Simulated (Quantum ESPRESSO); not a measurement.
# Mn3Si: parallel and opposed starts, part 2 of 2

A self-consistent run ends on one state, which hangs on the start. Several orders of Mn3Si are started in Quantum ESPRESSO and their energies compared.

Quantum ESPRESSO 7.5; PBEsol; plane waves with GBRV 1.5 PBEsol potentials, no spin-orbit coupling.

So far, largest spin moment in the atom's sphere (μB): step 2 (run 1, typed as ferro +++) 2.56; step 3 (start 2: antiferro q=(0,1/2,1/2) +−+−−+) 2.20.

## 4. Run 3 (antiferro q=(0,0,1/2) +−+−+−)

This order needs a doubled cell of 8 atoms.

Input file pw.in:

```
&CONTROL
  calculation = 'scf'
  prefix = 'pwscf'
  outdir = './tmp'
  pseudo_dir = './pseudo'
  disk_io = 'nowf'
/
&SYSTEM
  ibrav = 0
  celldm(1) = 8
  nat = 8
  ntyp = 3
  ecutwfc = 40
  ecutrho = 280
  nbnd = 62
  occupations = 'smearing'
  smearing = 'fd'
  degauss = 0.00734986
  nspin = 2
  starting_magnetization(1) = 0.2333
  starting_magnetization(2) = -0.2333
  starting_magnetization(3) = 0
/
&ELECTRONS
  conv_thr = 1.6d-08
  electron_maxstep = 150
  mixing_beta = 0.3
/
ATOMIC_SPECIES
Mn1    54.9380 mn_pbesol_v1.5.uspp.F.UPF
Mn2    54.9380 mn_pbesol_v1.5.uspp.F.UPF
Si     28.0850 si_pbesol_v1.uspp.F.UPF
CELL_PARAMETERS alat
   0.0000000000000    0.6758133053193    0.6758133053193
   0.6758133053193    0.0000000000000    0.6758133053193
   1.3516266106386    1.3516266106386    0.0000000000000
ATOMIC_POSITIONS crystal
Mn1     0.5000000000    0.5000000000    0.2500000000
Mn2     0.5000000000    0.5000000000    0.7500000000
Mn1     0.2500000000    0.2500000000    0.1250000000
Mn2     0.2500000000    0.2500000000    0.6250000000
Mn1     0.7500000000    0.7500000000    0.3750000000
Mn2     0.7500000000    0.7500000000    0.8750000000
Si      0.0000000000    0.0000000000    0.0000000000
Si      0.0000000000    0.0000000000    0.5000000000
K_POINTS automatic
10 10 5 0 0 0
```

The run is started by

```
$ OMP_NUM_THREADS=1 mpirun -n 4 pw.x -nk 4 -in pw.in > pw.out
```

Output:

```text
     [... lines left out ...]
Program PWSCF v.7.5 starts
     [... lines left out ...]
     number of atoms/cell      =            8
     [... lines left out ...]
     number of electrons       =        98.00
     number of Kohn-Sham states=           62
     kinetic-energy cutoff     =      40.0000  Ry
     charge density cutoff     =     280.0000  Ry
     scf convergence threshold =      1.6E-08
     [... lines left out ...]
     12 Sym. Ops., with inversion, found ( 6 have fractional translation)
     [... lines left out ...]
     number of k points=    58  Fermi-Dirac smearing, width (Ry)=  0.0073
     [... lines left out ...]
     iteration # 42     ecut=    40.00 Ry     beta= 0.30
     [... lines left out ...]
     Magnetic moment per site  (integrated on atomic sphere of radius R)
     atom   1 (R=0.241)  charge= 13.3206  magn=  2.3080
     atom   2 (R=0.241)  charge= 13.3206  magn= -2.3101
     atom   3 (R=0.241)  charge= 13.3865  magn= -0.5659
     atom   4 (R=0.241)  charge= 13.3865  magn=  0.5696
     atom   5 (R=0.241)  charge= 13.3865  magn= -0.5659
     atom   6 (R=0.241)  charge= 13.3865  magn=  0.5696
     atom   7 (R=0.241)  charge=  2.1256  magn= -0.0001
     atom   8 (R=0.241)  charge=  2.1256  magn= -0.0001
     [... lines left out ...]
     the Fermi energy is    16.8880 ev
!    total energy              =   -1285.78711984 Ry
     estimated scf accuracy    <          6.8E-09 Ry
     smearing contrib. (-TS)   =      -0.01845721 Ry
     [... lines left out ...]
     total magnetization       =     0.01 Bohr mag/cell
     absolute magnetization    =     7.32 Bohr mag/cell
     convergence has been achieved in  42 iterations
```

It took 5.7 min on 4 MPI ranks of Arm Neoverse V2, shared host; peak memory 0.81 GiB.

Spin moment in the atom's sphere by atom:

```csv
atom,spin moment in the atom's sphere (μB)
Mn1,2.31
Mn2,-2.31
Mn3,-0.57
Mn4,0.57
Mn5,-0.57
Mn6,0.57
Si7,0.00
Si8,0.00
```

Numbers from this step:

- smearing term TS: 0.2511 eV
- magnetization: 0.005 μB
- absolute magnetization: 7.315 μB
- final state: antiferromagnetic

The typed signs were not kept.

## 5. Run 4 (antiferro q=(0,0,1/2) +−+−−+)

The cell is doubled to 8 atoms to hold this order.

Changes to pw.in since step 4:

```diff
@@ -41,4 +41,4 @@
 Mn2     0.2500000000    0.2500000000    0.6250000000
-Mn1     0.7500000000    0.7500000000    0.3750000000
-Mn2     0.7500000000    0.7500000000    0.8750000000
+Mn2     0.7500000000    0.7500000000    0.3750000000
+Mn1     0.7500000000    0.7500000000    0.8750000000
 Si      0.0000000000    0.0000000000    0.0000000000
```

Output:

```text
     [... lines left out ...]
Program PWSCF v.7.5 starts
     [... lines left out ...]
     number of atoms/cell      =            8
     [... lines left out ...]
     number of electrons       =        98.00
     number of Kohn-Sham states=           62
     kinetic-energy cutoff     =      40.0000  Ry
     charge density cutoff     =     280.0000  Ry
     scf convergence threshold =      1.6E-08
     [... lines left out ...]
      6 Sym. Ops. (no inversion) found
     [... lines left out ...]
     number of k points=    58  Fermi-Dirac smearing, width (Ry)=  0.0073
     [... lines left out ...]
     iteration # 56     ecut=    40.00 Ry     beta= 0.30
     [... lines left out ...]
     Magnetic moment per site  (integrated on atomic sphere of radius R)
     atom   1 (R=0.241)  charge= 13.3207  magn=  2.3107
     atom   2 (R=0.241)  charge= 13.3208  magn= -2.3076
     atom   3 (R=0.241)  charge= 13.3863  magn= -0.5722
     atom   4 (R=0.241)  charge= 13.3866  magn=  0.5662
     atom   5 (R=0.241)  charge= 13.3866  magn= -0.5698
     atom   6 (R=0.241)  charge= 13.3864  magn=  0.5645
     atom   7 (R=0.241)  charge=  2.1257  magn=  0.0001
     atom   8 (R=0.241)  charge=  2.1261  magn=  0.0001
     [... lines left out ...]
     the Fermi energy is    16.8881 ev
!    total energy              =   -1285.78711967 Ry
     estimated scf accuracy    <       0.00000001 Ry
     smearing contrib. (-TS)   =      -0.01845455 Ry
     [... lines left out ...]
     total magnetization       =    -0.01 Bohr mag/cell
     absolute magnetization    =     7.32 Bohr mag/cell
     convergence has been achieved in  56 iterations
```

Wall time 7.2 min (4 MPI ranks); peak memory 0.82 GiB.

Read from the output:

- smearing term TS: 0.2511 eV
- magnetization: -0.008 μB
- absolute magnetization: 7.317 μB
- final state: antiferromagnetic
- largest moment: 2.311 μB

The typed signs were not kept.

## 6. Ranking

An order is kept where moments of 0.15 μB or more survive with the typed signs; meshes match where a doubled cell samples the same k points as the first cell.

Ferrimagnetic means that a moment over 0.15 μB on a transition or rare-earth metal, induced ones included, opposes the net moment. Orders:

```csv
start,final state,typed order kept,energy over the lowest (meV a seeded atom),largest site moment (μB),net moment (μB a cell of the first run),mesh matched,CPU time (s)
ferro +++,ferrimagnetic,no,0,2.559,1.04,yes,248.8
"antiferro q=(0,1/2,1/2) +-+--+",antiferromagnetic,no,17.74,2.2,0.006969,yes,2398
"antiferro q=(0,0,1/2) +-+-+-",antiferromagnetic,no,7.064,2.31,0.002553,yes,1362
"antiferro q=(0,0,1/2) +-+--+",antiferromagnetic,no,7.065,2.311,0.004027,yes,1737
```

## 7. What came out

```json
{"lowest state found": "ferrimagnetic (from ferro +++)", "largest site moment": "2.56 μB", "next state with moments": "antiferromagnetic, 7.06 meV a seeded atom higher"}
```

4 starts left the typed signs, so such an energy belongs to the state reached, not the one typed. This is the lowest of 4 collinear or spinless starts, no proof of the ground state. Energies are free energies at an electronic temperature of 1160 K, which lowers moments and differences where the moments are itinerant.

[Logs and program files are shortened in this print: banners, set-up blocks, solver, clock and traceback lines can be left out without a mark of their own.]

[Logs are printed without paths, hosts, clocks, repeated set-up lines and the standing remarks that a program may print on its own settings, such as how far it seeks lower states.]

[Hosts, paths, dates, database ids (printed as entryN), source tags and the programs' standing remarks are cut or masked in the printed files.]

[Where a cell is said to come from a database of computed structures, the database is the Materials Project.]
